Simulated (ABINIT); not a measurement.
# K2Pt (Fm-3m): G0W0 in ABINIT against the screening cutoff in the self-energy

How does the gap of K2Pt (Fm-3m) converge in the screening cutoff in the self-energy?

Calculated with ABINIT 10.8.3; LDA and many-body steps on it, plane waves.

### 1. Starting point

The structure is cubic, space group Fm-3m (No. 225). The conventional cell has a = 7.563 Å, b = 7.563 Å, c = 7.563 Å, α = 90.00°, β = 90.00°, γ = 90.00°. Nearest to K lie 4 Pt at 3.27 Å. Pt has 8 K at 3.27 Å nearest. Farther neighbours are not listed.

Coordinates:

```cif
data_structure
_symmetry_space_group_name_H-M 'Fm-3m'
_symmetry_Int_Tables_number 225
_cell_length_a 7.5629
_cell_length_b 7.5629
_cell_length_c 7.5629
_cell_angle_alpha 90.000
_cell_angle_beta 90.000
_cell_angle_gamma 90.000
_cell_volume 432.58
loop_
_atom_site_label
_atom_site_type_symbol
_atom_site_symmetry_multiplicity
_atom_site_Wyckoff_symbol
_atom_site_fract_x
_atom_site_fract_y
_atom_site_fract_z
_atom_site_occupancy
K1 K 8 c 0.25000 0.25000 0.75000 1
Pt1 Pt 4 a 0.00000 0.00000 0.00000 1
```

The cell and positions are those that the Materials Project relaxed with its own functionals (PBE, PBE+U or r2SCAN), kept fixed. Spin-orbit coupling is left out unless a step names it.

### 2. Screening, 2×2×2 mesh, 193 bands, screening to 176.9 eV

This step: ABINIT 10.8.3; RPA screening on LDA, plane waves, norm-conserving pseudopotentials.

The RPA dielectric matrix is built and inverted for each q.

run.abi reads:

```
acell 3*1.0 Angstrom
rprim 
  -0.000000000000 3.781463140000 3.781463140000
  3.781463140000 -0.000000000000 3.781463140000
  3.781463140000 3.781463140000 -0.000000000000
ntypat 2
znucl 19 78
natom 3
typat 1 1 2
xred 
  0.750000000000 0.750000000000 0.750000000000
  0.250000000000 0.250000000000 0.250000000000
  0.000000000000 0.000000000000 0.000000000000
pp_dirpath "pseudos"
pseudos "K.upf, Pt.upf"
ecut 34
ngkpt 2 2 2
nshiftk 1
shiftk 0 0 0
kptopt 1
chksymbreak 0
istwfk *1
occopt 1
irdwfk 1
optdriver 3
nband 193
ecuteps 6.5
inclvkb 2
awtr 1
symchi 1
indata_prefix "in"
outdata_prefix "out"
tmpdata_prefix "tmp"
```

The run is started by

```
$ OMP_NUM_THREADS=1 mpirun -n 4 abinit run.abi > log
```

What it wrote:

```text
.Version 10.8.3 of ABINIT. v10.8.2 released Aug 2026.

 Symmetries : space group Fm -3 m (#225); Bravais cF (face-center cubic)
[... echo of the input left out ...]
== DATASET  1 ==================================================================
-   mpi_nproc: 4, omp_nthreads: 1 (-1 if OMP is not activated)

--- !DatasetInfo
iteration_state: {dtset: 1, }
dimensions: {natom: 3, nkpt: 3, mband: 193, nsppol: 1, nspinor: 1, nspden: 1, mpw: 6934, }
cutoff_energies: {ecut:  34.0, pawecutdg:  -1.0, }
electrons: {nelect:   3.60000000E+01, charge:   0.00000000E+00, occopt:   1.00000000E+00, tsmear:   1.00000000E-02, }

 SCREENING: Calculation of the susceptibility and dielectric matrices

 Based on a program developped by R.W. Godby, V. Olevano, G. Onida, and L. Reining.
 Incorporated in ABINIT by V. Olevano, G.-M. Rignanese, and M. Torrent.
.Using double precision arithmetic ; gwpc =  8

[... cell and pseudopotentials left out ...]
--------------------------------------------------------------------------------

 ==== K-mesh for the wavefunctions ====
 Number of points in the irreducible wedge :     3
[... list of points left out ...]
 Together with 48 symmetry operations and time-reversal symmetry
 yields     8 points in the full Brillouin Zone.

 ==== Q-mesh for the screening function ====
 Number of points in the irreducible wedge :     3
[... list of points left out ...]
 Together with 48 symmetry operations and time-reversal symmetry
 yields     8 points in the full Brillouin Zone.

 setmesh: FFT mesh size selected  =    40x   40x   40
          total number of points  =        64000

 vcoul_init : cutoff-mode = AUXILIARY_FUNCTION
 q-points for optical limit:   1
     1)      0.000010    0.000020    0.000030

- screening: taking advantage of time-reversal symmetry
- Maximum band index for partially occupied states nbvw = 18
- Remaining bands to be divided among processors   nbcw = 175
- Number of bands treated by each node ~43

 Number of electrons calculated from density =   36.0000; Expected =   36.0000
 average of density, n =  0.049328
 r_s =    1.6915
 omega_plasma =   21.4242 [eV]

 calculating chi0 at frequencies [eV] :
  1    0.000000E+00    0.000000E+00
  2    0.000000E+00    2.142416E+01

--------------------------------------------------------------------------------
  q-point number  1        q = ( 0.000000, 0.000000, 0.000000) [r.l.u.]
--------------------------------------------------------------------------------
[... chi0 elements left out ...]
 For q-point:  0.000010 0.000020 0.000030
  dielectric constant =   8.9933
  dielectric constant without local fields =  13.5015

  Average fulfillment of the sum rule on Im[epsilon] for q-point    1 :     71.95  [%]
[... wings left out ...]
  q-point number  2        q = ( 0.500000, 0.000000, 0.000000) [r.l.u.]
--------------------------------------------------------------------------------
[... chi0 elements left out ...]
  Average fulfillment of the sum rule on Im[epsilon] for q-point    2 :     77.24  [%]

 [... 1 further q-points ...]
```

Run time: 27 s. Hardware: 4 MPI ranks of Arm Neoverse V1, shared host; peak memory 1.4 GiB; 1.8 min of CPU time.

Numbers from this step:

```
ε∞ with local fields, on this mesh, along the program's q direction : 8.993
the same without local fields                                       : 13.50
plasma frequency                                                    : 21.42 eV
plane waves in the screening matrix                                 : 561
```

Local fields lower ε∞ by 33 %. On a Γ-centred mesh this coarse the value itself is usually too large, while a short band sum pulls it down.

### 3. 0.7 Ha

This step: G0W0 on LDA, plane waves, norm-conserving pseudopotentials.

run.abi, as its differences from that of step 2:

```diff
@@ -24,8 +24,19 @@
 irdwfk 1
-optdriver 3
+optdriver 4
 nband 193
-ecuteps 6.5
-inclvkb 2
-awtr 1
-symchi 1
+gwcalctyp 0
+ecutsigx 34
+symsigma 1
+nkptgw 3
+kptgw 
+  0.5000000000 0.5000000000 0.0000000000
+  0.5000000000 0.0000000000 0.0000000000
+  0.0000000000 0.0000000000 0.0000000000
+bdgw 
+  16 20
+  17 21
+  16 21
+ecuteps 0.7
+irdscr 1
+ppmodel 1
 indata_prefix "in"
```

What it wrote:

```text
.Version 10.8.3 of ABINIT. v10.8.2 released Aug 2026.

 Symmetries : space group Fm -3 m (#225); Bravais cF (face-center cubic)
[... echo of the input left out ...]
== DATASET  1 ==================================================================
-   mpi_nproc: 4, omp_nthreads: 1 (-1 if OMP is not activated)

--- !DatasetInfo
iteration_state: {dtset: 1, }
dimensions: {natom: 3, nkpt: 3, mband: 193, nsppol: 1, nspinor: 1, nspden: 1, mpw: 6934, }
cutoff_energies: {ecut:  34.0, pawecutdg:  -1.0, }
electrons: {nelect:   3.60000000E+01, charge:   0.00000000E+00, occopt:   1.00000000E+00, tsmear:   1.00000000E-02, }

 SIGMA: Calculation of the GW corrections

 Based on a program developped by R.W. Godby, V. Olevano, G. Onida, and L. Reining.
 Incorporated in ABINIT by V. Olevano, G.-M. Rignanese, and M. Torrent.
.Using double precision arithmetic ; gwpc =  8

[... cell and pseudopotentials left out ...]
--------------------------------------------------------------------------------

 ==== K-mesh for the wavefunctions ====
 Number of points in the irreducible wedge :     3
[... list of points left out ...]
 Together with 48 symmetry operations and time-reversal symmetry
 yields     8 points in the full Brillouin Zone.

 ==== Q-mesh for screening function ====
 Number of points in the irreducible wedge :     3
[... list of points left out ...]
 Together with 48 symmetry operations and time-reversal symmetry
 yields     8 points in the full Brillouin Zone.

 vcoul_init : cutoff-mode = AUXILIARY_FUNCTION
 q-points for optical limit:   1
     1)      0.000010    0.000020    0.000030
 setmesh: FFT mesh size selected  =    54x   54x   54
          total number of points  =       157464

 Number of electrons calculated from density =   36.0000; Expected =   36.0000
 average of density, n =  0.049328
 r_s =    1.6915
 omega_plasma =   21.4242 [eV]

 === KS Band Gaps ===
  >>>> For spin  1
   Minimum direct gap =   1.3811 [eV], located at k-point      :   0.5000  0.0000  0.0000
   Fundamental gap    =   1.3064 [eV], Top of valence bands at :   0.5000  0.5000  0.0000
                                       Bottom of conduction at :   0.5000  0.0000  0.0000
 SIGMA fundamental parameters:
 PLASMON POLE MODEL  1
 number of plane-waves for SigmaX                 6855
 number of plane-waves for SigmaC and W             15
 number of plane-waves for wavefunctions          6855
 number of bands                                   193
 number of independent spin polarizations            1
 number of spinorial components                      1
 number of k-points in IBZ                           3
 number of q-points in IBZ                           3
 number of symmetry operations                      48
 number of k-points in BZ                            8
 number of q-points in BZ                            8
 number of frequencies for dSigma/dE                 9
 frequency step for dSigma/dE [eV]                0.25
 number of omega for Sigma on real axis              0
 max omega for Sigma on real axis  [eV]           0.00
 zcut for avoiding poles [eV]                     0.10

 EPSILON^-1 parameters (SCR file):
 dimension of the eps^-1 matrix on file            561
 dimension of the eps^-1 matrix used                15
 number of plane-waves for wavefunctions          6855
 number of bands                                   193
 number of q-points in IBZ                           3
 number of frequencies                               2
 number of real frequencies                          1
 number of imag frequencies                          1

 matrix elements of self-energy operator (all in [eV])

 Perturbative Calculation

--- !SelfEnergy_ee
iteration_state: {dtset: 1, }
kpoint     : [   0.500,    0.500,    0.000, ]
spin       : 1
KS_gap     :    1.502
QP_gap     :    3.208
Delta_QP_KS:    1.706
data: !SigmaeeData |
     Band     E0 <VxcDFT>   SigX SigC(E0)      Z dSigC/dE  Sig(E)    E-E0       E
       16   2.697 -19.342 -23.387   3.145   0.804  -0.244 -20.065  -0.723   1.974
       17   2.697 -19.342 -23.387   3.145   0.804  -0.244 -20.065  -0.723   1.974
       18   2.758 -19.303 -23.176   3.068   0.804  -0.244 -19.950  -0.647   2.111
       19   4.260  -8.061  -4.062  -2.709   0.821  -0.219  -7.002   1.059   5.319
       20   6.492  -9.041  -5.286  -3.220   0.819  -0.222  -8.603   0.438   6.930

--- !SelfEnergy_ee
iteration_state: {dtset: 1, }
kpoint     : [   0.500,    0.000,    0.000, ]
spin       : 1
KS_gap     :    1.381
QP_gap     :    2.831
Delta_QP_KS:    1.450
data: !SigmaeeData |
     Band     E0 <VxcDFT>   SigX SigC(E0)      Z dSigC/dE  Sig(E)    E-E0       E
       17   2.683 -19.246 -23.255   3.120   0.804  -0.244 -19.961  -0.715   1.968
[...]
--- !SelfEnergy_ee
iteration_state: {dtset: 1, }
kpoint     : [   0.000,    0.000,    0.000, ]
spin       : 1
KS_gap     :    3.540
QP_gap     :    5.642
Delta_QP_KS:    2.102
data: !SigmaeeData |
     Band     E0 <VxcDFT>   SigX SigC(E0)      Z dSigC/dE  Sig(E)    E-E0       E
[...]
19   6.232  -8.986  -4.453  -2.876   0.822  -0.216  -7.624   1.362   7.595
       20   6.232  -8.986  -4.453  -2.876   0.822  -0.216  -7.624   1.362   7.595
       21   6.232  -8.986  -4.453  -2.876   0.822  -0.216  -7.624   1.362   7.595

 New Fermi energy :        1.360962E-01 Ha ,    3.703365E+00 eV

 === QP Band Gaps ===
  >>>> For spin  1
   Minimum direct gap =   2.8308 [eV], located at k-point      :   0.5000  0.0000  0.0000
   Fundamental gap    =   2.6880 [eV], Top of valence bands at :   0.5000  0.5000  0.0000
                                       Bottom of conduction at :   0.5000  0.0000  0.0000

== END DATASET(S) ==============================================================
================================================================================

 -outvars: echo values of variables after computation  --------
           etotal      0.0000000000E+00
            nband         193
             nkpt           3
          spgroup         225
 [... the other variables as echoed above ...]

 Calculation completed.
```

Run time: 5 s. Hardware: 4 MPI ranks; peak memory 0.78 GiB; 20 s of CPU time.

Numbers from this step:

* G0W0 gap on the points computed: 2.688 eV
* starting gap on the mesh: 1.306 eV
* k of the valence top: 0.5, 0.5, 0
* k of the conduction bottom: 0.5, 0, 0
* Z at the valence top: 0.804
* Z at the conduction bottom: 0.824
* least direct G0W0 gap on the computed points: 2.831 eV

### 4. 1.3 Ha

run.abi, as its differences from that of step 3:

```diff
@@ -38,3 +38,3 @@
   16 21
-ecuteps 0.7
+ecuteps 1.3
 irdscr 1
```

What it wrote:

```text
.Version 10.8.3 of ABINIT. v10.8.2 released Aug 2026.

 Symmetries : space group Fm -3 m (#225); Bravais cF (face-center cubic)
[... echo of the input left out ...]
== DATASET  1 ==================================================================
-   mpi_nproc: 4, omp_nthreads: 1 (-1 if OMP is not activated)

--- !DatasetInfo
iteration_state: {dtset: 1, }
dimensions: {natom: 3, nkpt: 3, mband: 193, nsppol: 1, nspinor: 1, nspden: 1, mpw: 6934, }
cutoff_energies: {ecut:  34.0, pawecutdg:  -1.0, }
electrons: {nelect:   3.60000000E+01, charge:   0.00000000E+00, occopt:   1.00000000E+00, tsmear:   1.00000000E-02, }

 SIGMA: Calculation of the GW corrections

 Based on a program developped by R.W. Godby, V. Olevano, G. Onida, and L. Reining.
 Incorporated in ABINIT by V. Olevano, G.-M. Rignanese, and M. Torrent.
.Using double precision arithmetic ; gwpc =  8

[... cell and pseudopotentials left out ...]
--------------------------------------------------------------------------------

 ==== K-mesh for the wavefunctions ====
 Number of points in the irreducible wedge :     3
[... list of points left out ...]
 Together with 48 symmetry operations and time-reversal symmetry
 yields     8 points in the full Brillouin Zone.

 ==== Q-mesh for screening function ====
 Number of points in the irreducible wedge :     3
[... list of points left out ...]
 Together with 48 symmetry operations and time-reversal symmetry
 yields     8 points in the full Brillouin Zone.

 vcoul_init : cutoff-mode = AUXILIARY_FUNCTION
 q-points for optical limit:   1
     1)      0.000010    0.000020    0.000030
 setmesh: FFT mesh size selected  =    54x   54x   54
          total number of points  =       157464

 Number of electrons calculated from density =   36.0000; Expected =   36.0000
[...]
Perturbative Calculation

--- !SelfEnergy_ee
iteration_state: {dtset: 1, }
kpoint     : [   0.500,    0.500,    0.000, ]
spin       : 1
KS_gap     :    1.502
QP_gap     :    2.609
Delta_QP_KS:    1.107
data: !SigmaeeData |
     Band     E0 <VxcDFT>   SigX SigC(E0)      Z dSigC/dE  Sig(E)    E-E0       E
       16   2.697 -19.342 -23.387   3.644   0.766  -0.305 -19.649  -0.307   2.390
       17   2.697 -19.342 -23.387   3.644   0.766  -0.305 -19.649  -0.307   2.390
       18   2.758 -19.303 -23.176   3.487   0.767  -0.304 -19.599  -0.297   2.461
[...]
--- !SelfEnergy_ee
iteration_state: {dtset: 1, }
kpoint     : [   0.500,    0.000,    0.000, ]
spin       : 1
KS_gap     :    1.381
QP_gap     :    2.283
Delta_QP_KS:    0.902
data: !SigmaeeData |
     Band     E0 <VxcDFT>   SigX SigC(E0)      Z dSigC/dE  Sig(E)    E-E0       E
[...]
--- !SelfEnergy_ee
iteration_state: {dtset: 1, }
kpoint     : [   0.000,    0.000,    0.000, ]
spin       : 1
KS_gap     :    3.540
QP_gap     :    4.988
Delta_QP_KS:    1.449
data: !SigmaeeData |
     Band     E0 <VxcDFT>   SigX SigC(E0)      Z dSigC/dE  Sig(E)    E-E0       E
[...]
20   6.232  -8.986  -4.453  -3.147   0.812  -0.231  -7.860   1.126   7.358
       21   6.232  -8.986  -4.453  -3.147   0.812  -0.231  -7.860   1.126   7.358

 New Fermi energy :        1.334820E-01 Ha ,    3.632229E+00 eV

 === QP Band Gaps ===
  >>>> For spin  1
   Minimum direct gap =   2.2831 [eV], located at k-point      :   0.5000  0.0000  0.0000
   Fundamental gap    =   2.1952 [eV], Top of valence bands at :   0.5000  0.5000  0.0000
                                       Bottom of conduction at :   0.5000  0.0000  0.0000

== END DATASET(S) ==============================================================
================================================================================

 -outvars: echo values of variables after computation  --------
           etotal      0.0000000000E+00
            nband         193
             nkpt           3
          spgroup         225
 [... the other variables as echoed above ...]

 Calculation completed.
```

The job ended after 5.3 s (4 MPI ranks; peak memory 0.8 GiB).

Numbers from this step:

```
G0W0 gap on the points computed              : 2.195 eV
starting gap on the mesh                     : 1.306 eV
k of the valence top                         : 0.5, 0.5, 0
k of the conduction bottom                   : 0.5, 0, 0
Z at the valence top                         : 0.767
Z at the conduction bottom                   : 0.817
least direct G0W0 gap on the computed points : 2.283 eV
```

### 5. 2.3 Ha

The self-energy is evaluated for the states that the input lists, and the levels follow from it, in one-shot runs by the linearised quasiparticle equation.

run.abi, as its differences from that of step 4:

```diff
@@ -38,3 +38,3 @@
   16 21
-ecuteps 1.3
+ecuteps 2.3
 irdscr 1
```

What it wrote:

```text
.Version 10.8.3 of ABINIT. v10.8.2 released Aug 2026.

 Symmetries : space group Fm -3 m (#225); Bravais cF (face-center cubic)
[... echo of the input left out ...]
== DATASET  1 ==================================================================
-   mpi_nproc: 4, omp_nthreads: 1 (-1 if OMP is not activated)

--- !DatasetInfo
iteration_state: {dtset: 1, }
dimensions: {natom: 3, nkpt: 3, mband: 193, nsppol: 1, nspinor: 1, nspden: 1, mpw: 6934, }
cutoff_energies: {ecut:  34.0, pawecutdg:  -1.0, }
[...]
Minimum direct gap =   2.2461 [eV], located at k-point      :   0.5000  0.0000  0.0000
   Fundamental gap    =   2.1514 [eV], Top of valence bands at :   0.5000  0.5000  0.0000
                                       Bottom of conduction at :   0.5000  0.0000  0.0000

== END DATASET(S) ==============================================================
================================================================================

 -outvars: echo values of variables after computation  --------
           etotal      0.0000000000E+00
            nband         193
             nkpt           3
          spgroup         225
 [... the other variables as echoed above ...]

 Calculation completed.
```

The job ended after 7.3 s (4 MPI ranks; peak memory 0.96 GiB).

This step gave:

```yaml
g0w0_gap_on_the_points_computed: 2.151 eV
starting_gap_on_the_mesh: 1.306 eV
k_of_the_valence_top: 0.5, 0.5, 0
k_of_the_conduction_bottom: 0.5, 0, 0
least_direct_g0w0_gap_on_the_computed_points: 2.246 eV
```

The gap on the mesh goes from 1.31 eV to 2.15 eV, a correction of +0.84 eV.

(Part 1 of 2 ends here.)

[Paths, hosts, dates, memory and timing lines, banners, echoed tables and standing remarks are left out of the program output.]

[Logs are printed without paths, hosts, clocks, repeated set-up lines and the standing remarks that a program may print on its own settings, such as how far it seeks lower states.]

[Runs of the session that timed out or met a known fault of the program may be left out.]

[Hosts, paths, dates, database ids (printed as entryN), source tags and the programs' standing remarks are cut or masked in the printed files.]

[G0W0 gaps are taken among the corrected bands and points alone; a level outside them can change the order at an edge.]

[Where Ansatz stands beside ABINIT at settings called matched, ABINIT's density can come from a denser mesh and the files from another edition; pairs whose starting gaps differed by over 0.03 eV were left out, so agreement reads better than it is.]
